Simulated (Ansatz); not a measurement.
# Ca3PbO (Pm-3m): from the cell to its phonons

Aim: the vibrations of Ca3PbO (Pm-3m), their spectra, and whether the structure is stable.

Calculated with Ansatz 0.2.0; DFT PBEsol, scalar-relativistic, plane waves, PAW; PAW set soft_1.

### Step 1. The structure

The structure is cubic, space group Pm-3m (No. 221). The conventional cell has a = 4.847 Å, b = 4.847 Å, c = 4.847 Å, α = 90.00°, β = 90.00°, γ = 90.00°. Nearest to Ca lie 2 O at 2.42 Å. Pb has 12 Ca at 3.43 Å nearest. Nearest to O lie 6 Ca at 2.42 Å. Farther neighbours and most contacts between anions are not listed.

### Step 2. Relaxation

The cell and atoms are relaxed, since residual forces and stress would shift the frequencies.

input.yaml

```yaml
crystal:
  lattice:
    - [4.847, 0.0, 0.0]
    - [0.0, 4.847, 0.0]
    - [0.0, 0.0, 4.847]
  atoms:
    - { symbol: Ca, position: [0.0, 0.5, 0.5] }
    - { symbol: Ca, position: [0.5, 0.0, 0.5] }
    - { symbol: Ca, position: [0.5, 0.5, 0.0] }
    - { symbol: Pb, position: [0.0, 0.0, 0.0] }
    - { symbol: O, position: [0.5, 0.5, 0.5] }
kpoints:
  mp_grid: { grid: [8, 8, 8] }
hamiltonian:
  xc: pbesol
  pseudopotentials: { kind: paw, azcp: { folder: soft_1 }, xc_functional: pbe }
scf:
  occupations: { method: gaussian, width: 0.1 }
output:
  forces: true
  stress: true
  eigenvalues: true
relax:
  adjacent_minimum: "off"
  f_tol: 0.005
  max_steps: 80
  cell: { stress_tol: 0.05 }
```

Command:

```
ansatz run input.yaml --threads 4 --pin off --max-ram 10240MiB --backend cpu --events-out ev --progress --plain --runs-dir out
```

Numbers of over 12 decimals in the logs are rounded to 6 here.

The log of the run:

```text
Engine: ansatz 0.2.0, aarch64-unknown-linux-gnu
Pseudopotentials: kind: paw
Pseudopotential: Ca, paw, valence charge 10, recommended cutoff 420 eV (normal), soft_1/Ca.paw.azcp
Pseudopotential: Pb, paw, valence charge 14, recommended cutoff 420 eV (normal), soft_1/Pb.paw.azcp
Pseudopotential: O, paw, valence charge 6, recommended cutoff 420 eV (normal), soft_1/O.paw.azcp
Functional definition: PBEsol
  exchange = pbesol_x
  correlation = pbesol_c
Crystal: 5 atoms, lattice volume = 113.873 Å³
Basis set: ecut = 420 eV, 2205 PW (Γ), exchange–correlation on 72×72×72 points (8 copies of the dense FFT grid, shifted against one another)
Bands: 30, of which v1, the nominal top of the filled ones, is band 25 counted from 1 (24 counted from 0)
Symmetry: 48 space group operations
Space group: Pm-3m (ITA 221), of the structure as read, at distance tolerance 4.8e-5 Å
k-points: 35 of 512
Non-local potential: Ca, projectors of the file, l = 0: 3, l = 1: 2, l = 2: 2
Non-local potential: Pb, projectors of the file, l = 0: 2, l = 1: 2, l = 2: 2, l = 3: 1
Non-local potential: O, projectors of the file, l = 0: 2, l = 1: 2, l = 2: 1
PAW form: soft (Blöchl's): semilocal exchange-correlation on the pseudo side does not see the compensation charge
PAW frozen core: Ca, regenerated for the run's functional, and the local potential with it (the file was generated under x = pbe(κ = 0.804, μ = 0.219515), c = pbe(β = 0.066725))
PAW frozen core: Pb, regenerated for the run's functional, and the local potential with it (the file was generated under x = pbe(κ = 0.804, μ = 0.219515), c = pbe(β = 0.066725))
PAW frozen core: O, regenerated for the run's functional, and the local potential with it (the file was generated under x = pbe(κ = 0.804, μ = 0.219515), c = pbe(β = 0.066725))
PAW one-centre angular grid: Ca, 110 points (default); XC on 64 Gauss nodes
PAW one-centre angular grid: Pb, 590 points (default); XC on 64 Gauss nodes
PAW one-centre angular grid: O, 110 points (default); XC on 64 Gauss nodes
Initial density: superposition of atomic densities (chi_scale 0.1, normalization cell, long waves kept (reshape's long-wave potential 0.00 eV rms))
Initial wavefunctions: pseudopotential atomic-orbital guess
Functional: x = pbesol(κ = 0.804, μ = 0.123457), c = pbesol(β = 0.046)
SCF iter   1: F=—  HF=-17708.356382 eV  |F-HF|=—  |Δ(HF+E_count)|=         —  Δρ=1.11e-1  dr2=1.64e1  ethr=3.10e-3  ⟨swp⟩=9.3  Hψ=5402  notcnv=0
preconditioner: auto → Resta (q_TF=auto, 2.379 Å⁻¹)  ε∞=4.7  [insulator: Δε(μ)=0.168 eV  Ē_g=9.204 eV  σ=0.100 eV  W_gap=0.60  n_scr=26 (ndim 8)  ℏωp=17.7 eV  f_vac=0.000  D(μ)=0.51/eV (n_scr^D=0)  ε∞_Penn≈4.7]
SCF iter   2: F=—  HF=-17705.366947 eV  |F-HF|=—  |Δ(HF+E_count)|=    2.99e0  Δρ=5.93e-2  dr2=3.23e0  ethr=3.10e-3  ⟨swp⟩=4.1  Hψ=3019  notcnv=0  defer=28
SCF iter   3: F=—  HF=-17704.780513 eV  |F-HF|=—  |Δ(HF+E_count)|=   5.86e-1  Δρ=1.44e-2  dr2=2.35e-1  ethr=3.10e-3  ⟨swp⟩=2.8  Hψ=1960  notcnv=0  defer=31
SCF iter   4: F=—  HF=-17704.791049 eV  |F-HF|=—  |Δ(HF+E_count)|=   1.05e-2  Δρ=5.33e-3  dr2=2.48e-2  ethr=4.70e-4  ⟨swp⟩=2.7  Hψ=2000  notcnv=0  defer=31
SCF iter   5: F=—  HF=-17704.798816 eV  |F-HF|=—  |Δ(HF+E_count)|=   7.77e-3  Δρ=1.48e-3  dr2=3.10e-3  ethr=4.96e-5  ⟨swp⟩=2.0  Hψ=1269  notcnv=0  defer=31
SCF iter   6: F=—  HF=-17704.798405 eV  |F-HF|=—  |Δ(HF+E_count)|=   4.11e-4  Δρ=1.99e-4  dr2=7.32e-5  ethr=6.19e-6  ⟨swp⟩=2.0  Hψ=1470  notcnv=0  defer=31
SCF iter   7: F=—  HF=-17704.798490 eV  |F-HF|=—  |Δ(HF+E_count)|=   8.52e-5  Δρ=5.34e-5  dr2=3.85e-6  ethr=1.46e-7  ⟨swp⟩=2.0  Hψ=1467  notcnv=0  defer=31
SCF iter   8: F=—  HF=-17704.798490 eV  |F-HF|=—  |Δ(HF+E_count)|=   7.63e-7  Δρ=1.32e-5  dr2=3.14e-7  ethr=7.70e-9  ⟨swp⟩=2.2  Hψ=1546  notcnv=0  defer=31
SCF iter   9: F=-17704.798490 eV  HF=-17704.798490 eV  |F-HF|=2.07e-8  |Δ(HF+E_count)|=   1.41e-8  Δρ=3.51e-6  dr2=2.57e-8  ethr=2.00e-10  ⟨swp⟩=11.7  Hψ=5498  notcnv=0
SCF 1 converged in 9 iterations: F = -17704.798490 eV  dr2 = 2.57e-8
  greatest PAW one-centre occupation: 0.995 electrons in one spin orbital (limit 2), on the Ca atom at site 2 (counted from 0), in its partial waves of l = 0
relax step   1: F+E_penalty+E_count = -17704.79848964 eV  Δ(F+E_penalty+E_count) = +0.000e0 eV  max|allowed force component| = 2.729e-29 eV/Å  Δτ_max = 0.0000 Å  P = -1.589 GPa  Ω = 113.873 Å³  (9 SCF iters, dr2 threshold 1.00e-7 eV, accepted)
Crystal: 5 atoms, lattice volume = 109.509 Å³
Basis set: ecut = 420 eV, 2103 PW (Γ), exchange–correlation on 72×72×72 points (8 copies of the dense FFT grid, shifted against one another)
Initial density: handed on by an earlier stage of this run
Initial wavefunctions: those handed on with the density
iter 1 solved again at ethr=1.37e-5 eV; its pass at ethr=3.10e-3 eV (dr2=6.87e-3 eV) is discarded
SCF iter   1: F=—  HF=-17704.817943 eV  |F-HF|=—  |Δ(HF+E_count)|=         —  Δρ=1.86e-3  dr2=8.30e-3  ethr=1.37e-5  ⟨swp⟩=2.0  Hψ=5696  notcnv=0
preconditioner: auto → Resta (q_TF=auto, 2.394 Å⁻¹)  ε∞=3.0  [insulator: Δε(μ)=0.116 eV  Ē_g=16.627 eV  σ=0.100 eV  W_gap=0.59  n_scr=26 (ndim 8)  ℏωp=23.5 eV  f_vac=0.000  D(μ)=0.14/eV (n_scr^D=0)  ε∞_Penn≈3.0]
SCF iter   2: F=—  HF=-17704.815438 eV  |F-HF|=—  |Δ(HF+E_count)|=   2.51e-3  Δρ=1.01e-3  dr2=9.51e-4  ethr=1.37e-5  ⟨swp⟩=2.0  Hψ=1440  notcnv=0
SCF iter   3: F=—  HF=-17704.815348 eV  |F-HF|=—  |Δ(HF+E_count)|=   9.03e-5  Δρ=4.83e-4  dr2=2.23e-4  ethr=1.90e-6  ⟨swp⟩=2.0  Hψ=1507  notcnv=0
SCF iter   4: F=—  HF=-17704.815377 eV  |F-HF|=—  |Δ(HF+E_count)|=   2.90e-5  Δρ=2.33e-4  dr2=3.69e-5  ethr=4.46e-7  ⟨swp⟩=2.0  Hψ=1448  notcnv=0
SCF iter   5: F=—  HF=-17704.815384 eV  |F-HF|=—  |Δ(HF+E_count)|=   7.03e-6  Δρ=6.98e-5  dr2=4.03e-6  ethr=7.38e-8  ⟨swp⟩=2.0  Hψ=1408  notcnv=0
SCF iter   6: F=-17704.815386 eV  HF=-17704.815386 eV  |F-HF|=8.88e-9  |Δ(HF+E_count)|=   1.44e-6  Δρ=9.19e-6  dr2=8.03e-8  ethr=1.00e-9  ⟨swp⟩=4.3  Hψ=4585  notcnv=0
SCF 2 converged in 6 iterations: F = -17704.815386 eV  dr2 = 8.03e-8
relax step   2: F+E_penalty+E_count = -17704.81538562 eV  Δ(F+E_penalty+E_count) = -1.690e-2 eV  max|allowed force component| = 4.134e-29 eV/Å  Δτ_max = 0.0000 Å  P = +0.566 GPa  Ω = 109.509 Å³  energy of the carried Pulay correction = +1.952e-3 eV  (6 SCF iters, dr2 threshold 5.00e-7 eV, accepted)
Crystal: 5 atoms, lattice volume = 110.622 Å³
Basis set: ecut = 420 eV, 2109 PW (Γ), exchange–correlation on 72×72×72 points (8 copies of the dense FFT grid, shifted against one another)
iter 1 solved again at ethr=4.65e-7 eV; its pass at ethr=3.10e-3 eV (dr2=2.33e-4 eV) is discarded
SCF iter   1: F=—  HF=-17704.816867 eV  |F-HF|=—  |Δ(HF+E_count)|=         —  Δρ=4.83e-4  dr2=5.86e-4  ethr=4.65e-7  ⟨swp⟩=3.0  Hψ=5744  notcnv=0
eigensolver tolerance schedule calibrated: the retry pair's looser diagonalisation under-reported the residual by θ = 0.60 (0.16/decade); ethr = c·dr2/N_el runs at the constant in force after the calibration composes with the one it found (an armed cap, an earlier calibration), c = 4.0e-2
preconditioner: auto → Resta (q_TF=auto, 2.390 Å⁻¹)  ε∞=3.0  [insulator: Δε(μ)=0.115 eV  Ē_g=16.662 eV  σ=0.100 eV  W_gap=0.58  n_scr=26 (ndim 8)  ℏωp=23.4 eV  f_vac=0.000  D(μ)=0.16/eV (n_scr^D=0)  ε∞_Penn≈3.0]
SCF iter   2: F=—  HF=-17704.816689 eV  |F-HF|=—  |Δ(HF+E_count)|=   1.78e-4  Δρ=2.55e-4  dr2=6.27e-5  ethr=4.65e-7  ⟨swp⟩=2.9  Hψ=2085  notcnv=0
SCF iter   3: F=—  HF=-17704.816737 eV  |F-HF|=—  |Δ(HF+E_count)|=   4.76e-5  Δρ=1.19e-4  dr2=1.35e-5  ethr=5.04e-8  ⟨swp⟩=2.5  Hψ=1704  notcnv=0
SCF iter   4: F=—  HF=-17704.816736 eV  |F-HF|=—  |Δ(HF+E_count)|=   5.19e-7  Δρ=6.15e-5  dr2=2.61e-6  ethr=1.08e-8  ⟨swp⟩=2.0  Hψ=1502  notcnv=0
SCF iter   5: F=-17704.816737 eV  HF=-17704.816737 eV  |F-HF|=4.49e-8  |Δ(HF+E_count)|=   3.81e-7  Δρ=1.90e-5  dr2=3.02e-7  ethr=4.02e-10  ⟨swp⟩=3.1  Hψ=3734  notcnv=0
SCF 3 converged in 5 iterations: F = -17704.816737 eV  dr2 = 3.02e-7
  greatest PAW one-centre occupation: 0.995 electrons in one spin orbital (limit 2), on the Ca atom at site 0 (counted from 0), in its partial waves of l = 0
relax step   3: F+E_penalty+E_count = -17704.81673662 eV  Δ(F+E_penalty+E_count) = -1.351e-3 eV  max|allowed force component| = 1.262e-29 eV/Å  Δτ_max = 0.0000 Å  P = -0.027 GPa  Ω = 110.622 Å³  energy of the carried Pulay correction = +1.447e-3 eV  (5 SCF iters, dr2 threshold 5.00e-7 eV, accepted)
Initial wavefunctions: pseudopotential atomic-orbital guess (no wavefunctions were taken with the density)
iter 1 solved again at ethr=3.76e-7 eV; its pass at ethr=3.10e-3 eV (dr2=1.88e-4 eV) is discarded
SCF iter   1: F=—  HF=-17704.815457 eV  |F-HF|=—  |Δ(HF+E_count)|=         —  Δρ=8.26e-5  dr2=1.40e-6  ethr=3.76e-7  ⟨swp⟩=3.0  Hψ=7934  notcnv=0
preconditioner: auto → Resta (q_TF=auto, 2.390 Å⁻¹)  ε∞=3.0  [insulator: Δε(μ)=0.115 eV  Ē_g=16.652 eV  σ=0.100 eV  W_gap=0.58  n_scr=26 (ndim 8)  ℏωp=23.4 eV  f_vac=0.000  D(μ)=0.15/eV (n_scr^D=0)  ε∞_Penn≈3.0]
SCF iter   2: F=—  HF=-17704.815514 eV  |F-HF|=—  |Δ(HF+E_count)|=   5.70e-5  Δρ=3.89e-5  dr2=4.86e-7  ethr=2.81e-9  ⟨swp⟩=2.0  Hψ=1916  notcnv=0
SCF iter   3: F=—  HF=-17704.815515 eV  |F-HF|=—  |Δ(HF+E_count)|=   2.79e-7  Δρ=2.00e-5  dr2=9.96e-8  ethr=9.73e-10  ⟨swp⟩=2.0  Hψ=1425  notcnv=0
SCF iter   4: F=—  HF=-17704.815515 eV  |F-HF|=—  |Δ(HF+E_count)|=   8.59e-8  Δρ=1.68e-6  dr2=1.87e-9  ethr=1.99e-10  ⟨swp⟩=2.0  Hψ=1479  notcnv=0
SCF iter   5: F=—  HF=-17704.815515 eV  |F-HF|=—  |Δ(HF+E_count)|=   1.00e-9  Δρ=5.35e-7  dr2=3.13e-10  ethr=3.73e-12  ⟨swp⟩=2.3  Hψ=1467  notcnv=0
SCF iter   6: F=-17704.815515 eV  HF=-17704.815515 eV  |F-HF|=0.00e0  |Δ(HF+E_count)|=  7.28e-11  Δρ=1.08e-7  dr2=4.87e-12  ethr=1.00e-12  ⟨swp⟩=3.3  Hψ=4170  notcnv=0
SCF 4 converged in 6 iterations: F = -17704.815515 eV  dr2 = 4.87e-12
  greatest PAW one-centre occupation: 0.995 electrons in one spin orbital (limit 2), on the Ca atom at site 1 (counted from 0), in its partial waves of l = 0
relax step   4: F+E_penalty+E_count = -17704.81551468 eV  Δ(F+E_penalty+E_count) = +1.222e-3 eV  max|allowed force component| = 1.743e-29 eV/Å  Δτ_max = 0.0000 Å  P = -0.048 GPa  Ω = 110.622 Å³  stress off target by 4.79e-2 GPa  SCF on the basis re-selected at this cell (its energy is not comparable with the rows above)  (6 SCF iters)
basis re-selected at this cell: Δ(F+E_penalty+E_count) = +1.222e-3 eV, ΔP = -0.021 GPa vs the last step (what re-selecting the basis moved, of the pressure what is left beyond the Pulay correction that the steps carried, after the strain that the cell walked since its last selection, with what the two solves' SCF thresholds leave and, on support functions, any second-order correction that the steps lacked; it is no m [...]
SCF converged after 6 iterations
Free energy (F): -17704.815515 eV
Harris-Foulkes:  -17704.815515 eV  (|F-HF|=0.00e0)
Internal energy: -17704.814750 eV  (E = F + TS)
E sigma→0 (E₀):  -17704.815132 eV
Entropy (-TS):   -0.000765 eV (-0.153 meV/atom)
Fermi energy:    10.041280 eV
--- Per-component energies (eV) ---
  E_band       = -402.314366
  E_kinetic    = 1231.299076
  E_local      = -3382.363396  (includes V_loc(G=0)·N_el)
  E_nonlocal   = 633.715875
  E_hartree    = 1180.007604
  E_xc         = -656.129686
  E_vxc        = -705.386042  (∫ρ·V_xc dr)
  E_paw        = -12935.932429  (= ΣΔE_a)
  E_vpaw       = -539.595837  (= ΣTr[D̂ρ^β])
  E_aug_tail   = 0.000748  (compensation charges beyond the density's cutoff)
  E_ewald      = -3775.866383
  E_core_change = 0.453842  (= ΣΔE_core)
  E_smearing   = -0.000765  (= −TS)
  E_closure    = 0.000000  (closes the sum)
  Σ components = -17704.815515   (vs F -17704.815515, Δ=0.00e0)
--- Forces (eV/Å), atoms counted from 1 ---
  atom   1  Ca     0.00000000     0.00000000     0.00000000
  atom   2  Ca     0.00000000     0.00000000     0.00000000
  atom   3  Ca     0.00000000    -0.00000000     0.00000000
  atom   4  Pb    -0.00000000    -0.00000000    -0.00000000
  atom   5  O     -0.00000000    -0.00000000    -0.00000000
  max |Σ_I F_I| component: 2.33e-29 eV/Å
--- Stress (GPa, compression-positive) ---
       -0.047926      -0.000000       0.000000
       -0.000000      -0.047926       0.000000
        0.000000       0.000000      -0.047926
  P = ⅓ Tr σ = -0.0479 GPa (-0.479 kbar)
--- Band table (eV; the first three rows and the last of 35) ---
  k-point 0: bands = [... 21 lower, 5.7874, 9.9866, 9.9866, 10.1364, 10.1364, 10.1364, 10.7117, 10.7117, ... 1 higher]
  k-point 1: bands = [... 21 lower, 5.7714, 8.9162, 9.8162, 9.8162, 10.1017, 10.5826, 10.7558, 11.1358, ... 1 higher]
  k-point 2: bands = [... 21 lower, 5.7335, 7.7784, 9.4381, 9.4381, 10.4238, 10.8749, 10.9958, 11.8168, ... 1 higher]
  k-point 34: bands = [... 21 lower, 4.5636, 8.3520, 8.3520, 8.3520, 11.0443, 11.0443, 11.0443, 12.5800, ... 1 higher]
--- Relaxed structure (3 steps of the walk, 3 accepted, 1 SCFs on fresh bases) ---
  F+E_penalty+E_count = -17704.81551468 eV   max|allowed force component| = 1.743e-29 eV/Å   (the final SCF, on the basis selected at the relaxed cell)
  cell:  # Å, volume = 110.6220 Å³
    - [4.800435, 0, 0]
    - [0, 4.800435, 0.0]
    - [0, 0.0, 4.800435]
  atoms:
    - { symbol: Ca, position: [0, 0.5, 0.5] }
    - { symbol: Ca, position: [0.5, 0, 0.5] }
    - { symbol: Ca, position: [0.5, 0.5, 0] }
    - { symbol: Pb, position: [0, 0, 0] }
    - { symbol: O, position: [0.5, 0.5, 0.5] }
```

It took 8.6 s on 4 threads of Arm Neoverse V1, shared host; peak memory 0.48 GiB.

Step by step:

| step | energy less that of the first step (eV) | largest force component (eV/Å) | pressure (GPa) | volume (Å³) |
| --- | --- | --- | --- | --- |
| 1 | 0.0000 | 0.0000 | -1.59 | 113.87 |
| 2 | -0.0169 | 0.0000 | 0.57 | 109.51 |
| 3 | -0.0182 | 0.0000 | -0.03 | 110.62 |
| 4* | -0.0170 | 0.0000 | -0.05 | 110.62 |

Relaxation steps marked * repeat the geometry before them on a plane-wave basis chosen anew for their cell, so energy and pressure can jump there.

The run keeps the 48 symmetry operations that it works with, so distortions that break them were not tested.

| conventional cell, symmetrised | before | after | change |
| --- | --- | --- | --- |
| a (Å) | 4.847 | 4.800 | -1.0 % |
| b (Å) | 4.847 | 4.800 | -1.0 % |
| c (Å) | 4.847 | 4.800 | -1.0 % |
| volume (Å³/atom) | 22.77 | 22.12 | -2.9 % |

The relaxed structure:

```cif
data_structure
_symmetry_space_group_name_H-M 'P 1'
_symmetry_Int_Tables_number 1
_cell_length_a 4.8004
_cell_length_b 4.8004
_cell_length_c 4.8004
_cell_angle_alpha 90.000
_cell_angle_beta 90.000
_cell_angle_gamma 90.000
_cell_volume 110.62
loop_
_atom_site_label
_atom_site_type_symbol
_atom_site_fract_x
_atom_site_fract_y
_atom_site_fract_z
_atom_site_occupancy
Ca1 Ca 0.00000 0.50000 0.50000 1
Ca2 Ca 0.50000 0.00000 0.50000 1
Ca3 Ca 0.50000 0.50000 0.00000 1
Pb4 Pb 0.00000 0.00000 0.00000 1
O5 O 0.50000 0.50000 0.50000 1
```

This step gave:

```
pressure          : -0.04793 GPa
volume per atom   : 22.12 Å³
gap on the k-mesh : 0 eV
```

In this step the volume went from 22.77 to 22.12 Å³/atom.

### Step 3. Tight relaxation

Phonons need a cell at rest on their own settings, so the relaxation is repeated with tight tolerances on forces and stress on the k mesh and occupations of the first response run.

input.yaml, the sections that differ from step 2:

```yaml
crystal:
  lattice:
    - [4.8004345731, 0.0, 0.0]
    - [0.0, 4.8004345731, 0.0]
    - [0.0, 0.0, 4.8004345731]
  atoms:
    - { symbol: Ca, position: [0.0, 0.5, 0.5] }
    - { symbol: Ca, position: [0.5, 0.0, 0.5] }
    - { symbol: Ca, position: [0.5, 0.5, 0.0] }
    - { symbol: Pb, position: [0.0, 0.0, 0.0] }
    - { symbol: O, position: [0.5, 0.5, 0.5] }
scf:
  occupations: { method: methfessel_paxton, width: 0.2 }
relax:
  adjacent_minimum: "off"
  f_tol: 0.001
  max_steps: 60
  cell: { stress_tol: 0.01 }
# kpoints, hamiltonian, output: as in step 2
```

The log of the run:

```text
[...]
Crystal: 5 atoms, lattice volume = 110.622 Å³
Basis set: ecut = 420 eV, 2109 PW (Γ), exchange–correlation on 72×72×72 points (8 copies of the dense FFT grid, shifted against one another)
Bands: 30, of which v1, the nominal top of the filled ones, is band 25 counted from 1 (24 counted from 0)
Symmetry: 48 space group operations
[...]
k-points: 35 of 512
[...]
--- Relaxed structure (3 steps of the walk, 3 accepted, 1 SCFs on fresh bases) ---
[...]
cell:  # Å, volume = 110.5319 Å³
    - [4.799130, 0, 0]
    - [0, 4.799130, 0.0]
    - [0.0, 0.0, 4.799130]
  atoms:
    - { symbol: Ca, position: [0, 0.5, 0.5] }
    - { symbol: Ca, position: [0.5, 0, 0.5] }
    - { symbol: Ca, position: [0.5, 0.5, 0] }
    - { symbol: Pb, position: [0, 0, 0] }
    - { symbol: O, position: [0.5, 0.5, 0.5] }
[key lines of the parts left out:]
SCF converged after 6 iterations
Free energy (F): -17704.815009 eV
Fermi energy:    10.036681 eV
P = ⅓ Tr σ = -0.0008 GPa (-0.008 kbar)
```

Run time: 8.2 s. Hardware: 4 threads; peak memory 0.47 GiB.

Little changed from the start: no atom moved by 0.005 Å and no cell edge by 0.1 %.

This step gave:

```
pressure        : -7.51e-4 GPa
volume per atom : 22.11 Å³
```

The forces vanish by symmetry and the pressure is -0.001 GPa, within the tolerances set. The cell now holds 22.11 Å³/atom.

[end of part 1 of 3]

[Logs are printed without paths, hosts, clocks, repeated set-up lines and the standing remarks that a program may print on its own settings, such as how far it seeks lower states.]

[Hosts, paths, dates, database ids (printed as entryN), source tags and the programs' standing remarks are cut or masked in the printed files.]
